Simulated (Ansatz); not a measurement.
# A hypothetical structure for SbPb2, part 2 of 2

This structure for SbPb2 is made up. Its elements were placed in a known structure type with a cell scaled to their sizes. What cell does the guess relax to, and how far off was it?

Ansatz 0.2.0; DFT, PBEsol, plane-wave PAW, files of the set soft_1, scalar-relativistic, no spin, cell and ions relaxed at zero pressure; PAW set soft_1 (the session's first sound run).

So far: Set-up; Relaxation of the guess. The relaxed cell has a = 4.694, c = 16.698 Å (conventional setting).

**3. Bands of the relaxed cell**

A second self-consistent run takes a narrower smearing and the mesh shown in its input; the bands follow along the standard path of the relaxed lattice.

This step: DFT, PBEsol, plane-wave PAW, files of the set soft_1, scalar-relativistic, no spin, bands and density of states at the relaxed cell; PAW set soft_1 (Ansatz 0.2.0).

The input, input.yaml:

```yaml
crystal:
  lattice:
    - [-2.3469783978, 2.3469783978, 8.3492195296]
    - [2.3469783978, -2.3469783978, 8.3492195296]
    - [2.3469783978, 2.3469783978, -8.3492195296]
  atoms:
    - { symbol: Pb, position: [0.5, 0.0, 0.5] }
    - { symbol: Pb, position: [0.8295291443, 0.8295291443, 0.0] }
    - { symbol: Pb, position: [0.0, 0.5, 0.5] }
    - { symbol: Pb, position: [0.1704708557, 0.1704708557, 0.0] }
    - { symbol: Sb, position: [0.6427877657, 0.6427877657, 0.0] }
    - { symbol: Sb, position: [0.3572122343, 0.3572122343, 0.0] }
kpoints:
  mp_grid: { grid: [10, 10, 10] }
  band_path:
    path:
      - [[0.0, 0.0, 0.0], [0.0, 0.0, 0.5], [-0.03950904, 0.03950904, 0.5], [-0.26975452, 0.26975452, 0.26975452], [0.0, 0.0, 0.0], [0.5, 0.5, -0.5], [0.26975452, 0.73024548, -0.26975452], [0.0, 0.5, 0.0], [0.25, 0.25, 0.25], [0.5, 0.5, -0.03950904], [0.5, 0.5, -0.5]]
      - [[0.0, 0.0, 0.5], [0.25, 0.25, 0.25]]
    npoints: 7
scf:
  occupations: { method: fermi_dirac, width: 0.03 }
  n_extra_bands: 10
hamiltonian:
  xc: pbesol
  pseudopotentials: { kind: paw, azcp: { folder: soft_1 }, xc_functional: pbe }
output:
  forces: true
  stress: true
  write_bands: true
  dos: { projected: true }
  write_density: true
  write_potential: true
  elf: true
  volumetric_format: npy
```

The run is started by

```console
$ ansatz run input.yaml --threads 4 --pin off --max-ram 10240MiB --backend cpu --events-out ev --progress --plain --runs-dir out
```

Numbers of over 12 decimals in the logs are rounded to 6 here.

The log of the run:

```text
[...]
Crystal: 6 atoms, lattice volume = 183.960 Å³
Basis set: ecut = 420 eV, 3587 PW (Γ), FFT grids on a1−a2, a2, a1+a3, exchange–correlation on 90×128×64 points (8 copies of the dense FFT grid, shifted against one another)
Bands: 53, of which v1, the nominal top of the filled ones, is band 43 counted from 1 (42 counted from 0)
Symmetry: 16 space group operations
[...]
k-points: 102 of 1000
[...]
SCF iter   1: F=—  HF=-59845.814377 eV  |F-HF|=—  |Δ(HF+E_count)|=         —  Δρ=2.41e-2  dr2=3.97e0  ethr=3.10e-3  ⟨swp⟩=8.3  Hψ=24671  notcnv=0  defer=6
[...]
SCF iter   9: F=-59844.710655 eV  HF=-59844.710655 eV  |F-HF|=2.18e-8  |Δ(HF+E_count)|=   8.70e-8  Δρ=3.36e-6  dr2=5.74e-8  ethr=1.16e-10  ⟨swp⟩=16.1  Hψ=44532  notcnv=0
SCF 1 converged in 9 iterations: F = -59844.710655 eV  dr2 = 5.74e-8
[...]
NSCF: frozen V_eff on 79 k-points
SCF converged after 9 iterations
Free energy (F): -59844.710655 eV
[...]
Internal energy: -59844.700419 eV  (E = F + TS)
E sigma→0 (E₀):  -59844.705537 eV
Entropy (-TS):   -0.010237 eV (-1.706 meV/atom)
Fermi energy:    10.531686 eV
[...]
--- Forces (eV/Å), atoms counted from 1 ---
  atom   1  Pb     0.00000000     0.00000000     0.00000000
  atom   2  Pb     0.00000000     0.00000000     0.01539379
  atom   3  Pb     0.00000000    -0.00000000    -0.00000000
  atom   4  Pb    -0.00000000     0.00000000    -0.01539379
  atom   5  Sb     0.00000000     0.00000000     0.01208171
  atom   6  Sb     0.00000000     0.00000000    -0.01208171
  max |Σ_I F_I| component: 3.47e-18 eV/Å
--- Stress (GPa, compression-positive) ---
       -0.036376       0.000000       0.000000
        0.000000      -0.036376       0.000000
        0.000000      -0.000000       0.135488
  P = ⅓ Tr σ = 0.0209 GPa (0.209 kbar)
--- Band table (eV; the first three rows and the last of 102) ---
  k-point 0: bands = [... 39 lower, 8.0870, 8.5394, 8.9589, 10.8373, 10.9954, 10.9954, 11.3388, 12.4583, ... 6 higher]
  k-point 1: bands = [... 39 lower, 8.4805, 8.8172, 8.9247, 10.5777, 10.7294, 10.9972, 11.6985, 12.0526, ... 6 higher]
  k-point 2: bands = [... 39 lower, 8.6841, 8.8143, 9.4656, 10.0250, 10.6037, 11.6175, 11.6209, 11.8972, ... 6 higher]
  k-point 101: bands = [... 39 lower, 9.0306, 9.0306, 9.7273, 10.0783, 10.0783, 11.4800, 13.5167, 13.5834, ... 6 higher]
```

The job ended after 7.4 s (4 threads of AMD EPYC 9B45 (Zen 5), shared host; peak memory 1.1 GiB; 28 s of CPU time).

Reading the cycles: dr2 is the Hartree energy of the density residual (eV), the measure of convergence; HF is the Harris–Foulkes estimate of the energy, which meets the free energy F at convergence.

Numbers from this step:

```yaml
free_energy: -59844.7107 eV
energy_at_zero_smearing: -59844.7055 eV
smearing_term_ts: 0.01024 eV
fermi_energy: 10.53 eV
pressure: 0.02091 GPa
```

From bands.tsv, the bands that come nearest the Fermi level along the path, at its corners, in eV from the Fermi level:

| point | band 40 | band 41 | band 42 | band 43 | band 44 | band 45 | band 46 | band 47 |
| --- | --- | --- | --- | --- | --- | --- | --- | --- |
| Γ | -2.44 | -1.99 | -1.57 | 0.31 | 0.46 | 0.46 | 0.81 | 1.93 |
| X | -3.53 | -3.10 | -2.20 | -1.72 | 0.61 | 1.15 | 2.12 | 2.40 |
| Y | -3.51 | -3.15 | -2.01 | -1.81 | 0.72 | 1.16 | 2.14 | 2.41 |
| S | -1.09 | -0.62 | -0.51 | -0.25 | -0.23 | 0.06 | 0.72 | 1.35 |
| Γ | -2.44 | -1.99 | -1.57 | 0.31 | 0.46 | 0.46 | 0.81 | 1.93 |
| Z | -1.50 | -1.50 | -0.80 | -0.45 | -0.45 | 0.95 | 2.99 | 3.05 |
| S1 | -1.09 | -0.62 | -0.51 | -0.25 | -0.23 | 0.06 | 0.72 | 1.35 |
| N | -1.45 | -0.84 | -0.68 | -0.21 | 0.14 | 0.55 | 0.70 | 0.71 |
| P | -3.69 | -2.79 | -2.79 | -0.95 | 0.04 | 1.39 | 1.39 | 3.68 |
| Y1 | -3.51 | -3.15 | -2.01 | -1.81 | 0.72 | 1.16 | 2.14 | 2.41 |
| Z | -1.50 | -1.50 | -0.80 | -0.45 | -0.45 | 0.95 | 2.99 | 3.05 |
| X | -3.53 | -3.10 | -2.20 | -1.72 | 0.61 | 1.15 | 2.12 | 2.40 |
| P | -3.69 | -2.79 | -2.79 | -0.95 | 0.04 | 1.39 | 1.39 | 3.68 |

Counts of states for the cell as run, both spins, by energy window (eV from the Fermi level):

```csv
from,to,total
-8,-7,3.15
-7,-6,0.87
-6,-5,0.00
-5,-4,0.59
-4,-3,3.18
-3,-2,3.83
-2,-1,3.79
-1,0,2.66
0,1,3.24
1,2,4.38
2,3,4.26
```

Below -8 eV lie 68.0 more states.

Electrostatic potential energy in the ac plane of the conventional cell at fractional y = 0.000, with atoms of Pb and Sb within 0.2 Å of it. With pseudopotentials it is smooth inside the atoms' cores, unlike the true potential.

Ten even steps from '_' (-31 eV) to '@' (14 eV), each cell a mean:
```
@@@@@@%%++________::##@@@@@@
@@@@@@@@%%##****##%%@@@@@@@@
++**%%@@@@@@@@@@@@@@@@%%##++
____::##@@@@@@@@@@@@%%==____
____::##@@@@@@@@@@@@%%++____
++**%%@@@@@@@@@@@@@@@@%%##++
%%%%@@@@@@@@@@@@@@@@@@@@%%%%
..::++%%@@@@@@@@@@@@@@##--::
____::##@@@@@@@@@@@@%%==____
::--**%%@@@@@@@@@@@@@@##==::
%%@@@@@@%%**====++##%%@@@@%%
@@@@@@%%==________..##@@@@@@
@@@@@@%%++________::##@@@@@@
##%%%%@@%%##****##%%@@@@%%%%
....==%%@@@@@@@@@@@@%%**::..
____::##@@@@@@@@@@@@%%==____
--==**%%@@@@@@@@@@@@@@%%++--
%%%%@@@@@@@@@@@@@@@@@@@@@@%%
--==##%%@@@@@@@@@@@@@@%%++--
..__..##@@@@@@@@@@@@%%==____
____--##@@@@@@@@@@@@%%++..__
####%%@@@@@@@@@@@@@@@@@@%%##
@@@@@@@@%%**====++##%%@@@@@@
@@@@@@%%==________..##@@@@@@
```
Columns run along a (4.7 Å; values clipped at the 3rd and 97th percentile), rows up along c (16.7 Å), edges of the conventional cell, whose origin can differ from the input's. Atoms in or near the plane, at fractional coordinates: Pb at (0.50, 0.50), Pb at (0.00, 0.83), Pb at (0.50, 0.00), Pb at (0.00, 0.17), Sb at (0.00, 0.64), Sb at (0.00, 0.36).

Valence density in the ac plane of the conventional cell at fractional y = 0.000, with atoms of Pb and Sb within 0.2 Å of it. It is the smooth field of the valence electrons, not physical close to the nuclei.

Ten steps, logarithmic in the rise over the least value, from '0' (0 e/Å³) to '9' (13 e/Å³), each cell a mean:
```
00013677752100
00011233321000
43210000001134
87521000002467
87521000001467
43210000000123
22110000000112
76321000001246
98521000012379
65321111111246
11112344421111
00124688753100
00123677752100
22111233321122
86421100011357
98521000012379
54311000001235
21100000000112
54310000001235
87531000002468
76421000001367
32110011001123
00012344421000
00124688753100
```
Columns run along a (4.7 Å), rows up along c (16.7 Å), edges of the conventional cell, whose origin can differ from the input's. Atoms in or near the plane, at fractional coordinates: Pb at (0.50, 0.50), Pb at (0.00, 0.83), Pb at (0.50, 0.00), Pb at (0.00, 0.17), Sb at (0.00, 0.64), Sb at (0.00, 0.36).

ELF in the ac plane of the conventional cell at fractional y = 0.000, with atoms of Pb and Sb within 0.2 Å of it. It is the smooth field of the valence electrons, not physical close to the nuclei.

Ten even steps from '0' (0.04) to '9' (0.52), each cell a mean:
```
12467632476532
33234566653223
77642111123567
14764211135762
14764100125762
66542000013566
88763100024788
45898310269974
01699411279730
46886322358875
77655666655567
12357510376421
22357632476422
88754566555678
34797322258863
01699411279730
67897300158986
77642000013577
66652000014566
03774100135851
35763111125774
76532222222456
22235666664322
12467510377532
```
Columns run along a (4.7 Å), rows up along c (16.7 Å), edges of the conventional cell, whose origin can differ from the input's. Atoms in or near the plane, at fractional coordinates: Pb at (0.50, 0.50), Pb at (0.00, 0.83), Pb at (0.50, 0.00), Pb at (0.00, 0.17), Sb at (0.00, 0.64), Sb at (0.00, 0.36).

**4. What came out**

```yaml
space_group_relaxed: I4/mmm
conventional_cell: a = 4.694, b = 4.694, c = 16.698 Å; α = 90.0°, β = 90.0°, γ = 90.0°
volume_per_atom: 30.66 Å³ (guess 28.53)
```

What this shows: SbPb2 relaxes to I4/mmm with a = 4.694, b = 4.694 and c = 16.698 Å. The guessed volume was 7 % too small. The space group I4/mmm was held in the relaxation, so the end point is a stationary structure within it and may be a saddle against distortions or other arrangements. Bands cross the Fermi level, so it is a metal or semimetal at this level. On the 10×10×10 mesh with the narrower smearing (relaxed on 8×8×8) the largest force component is 0.015 eV/Å and the largest stress component is 0.135 GPa, against the relaxation's thresholds of 0.015 eV/Å and 0.05 GPa. The cutoff wasn't tested. Spin-orbit coupling is left out, which can matter for elements this heavy. No dispersion term is used, so weakly bound directions may come out too long. Nothing here tests whether the compound is stable against decomposition.

[Logs are printed without paths, hosts, clocks, repeated set-up lines and the standing remarks that a program may print on its own settings, such as how far it seeks lower states.]

[Hosts, paths, dates, database ids (printed as entryN), source tags and the programs' standing remarks are cut or masked in the printed files.]
